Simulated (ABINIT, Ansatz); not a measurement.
Planning a run of ABINIT 10.8.3 on TlIO3 (R3m). The input:

```
acell 3*1.0 Angstrom
rprim 
  3.150792580489 1.819110944506 2.655433585300
  -3.150792580489 1.819110944506 2.655433585300
  0.000000000000 -3.638221889012 2.655433585300
ntypat 3
znucl 81 53 8
natom 5
typat 1 2 3 3 3
xred 
  0.008750850000 0.008750850000 0.008750850000
  0.501867330000 0.501867330000 0.501867330000
  0.903287650000 0.461897090000 0.461897090000
  0.461897090000 0.903287650000 0.461897090000
  0.461897090000 0.461897090000 0.903287650000
pp_dirpath "pseudos"
pseudos "Tl.upf, I.upf, O.upf"
ecut 36
ngkpt 2 2 2
nshiftk 1
shiftk 0 0 0
kptopt 1
chksymbreak 0
istwfk *1
occopt 1
irdwfk 1
optdriver 99
bs_calctype 1
mbpt_sciss 1.478 eV
bs_loband 10
nband 25
bs_exchange_term 1
bs_coulomb_term 11
bs_coupling 0
bs_algorithm 1
bs_freq_mesh 0 10 0.1 eV
zcut 0.15 eV
ecuteps 3.6
ecutwfn 18
inclvkb 2
irdscr 1
indata_prefix "in"
outdata_prefix "out"
tmpdata_prefix "tmp"
```

```sh
OMP_NUM_THREADS=1 mpirun -n 4 abinit run.abi > log
```

Question: Estimate wall time and host memory on 4 MPI ranks of Arm Neoverse N1, shared host.

It took 18 s; on shared hardware allow 9.1 s to 36 s. Peak host memory was 0.34 GiB.

The matrix is small, so building the kernel's matrix elements and any screening outweighs its diagonalisation.

[Paths, hosts, dates, memory and timing lines, banners, echoed tables and standing remarks are left out of the program output.]

[Logs are printed without paths, hosts, clocks, repeated set-up lines and the standing remarks that a program may print on its own settings, such as how far it seeks lower states.]

[Runs of the session that timed out or met a known fault of the program may be left out.]

[Hosts, paths, dates, database ids (printed as entryN), source tags and the programs' standing remarks are cut or masked in the printed files.]

[G0W0 gaps are taken among the corrected bands and points alone; a level outside them can change the order at an edge.]

[Where Ansatz stands beside ABINIT at settings called matched, ABINIT's density can come from a denser mesh and the files from another edition; pairs whose starting gaps differed by over 0.03 eV were left out, so agreement reads better than it is.]
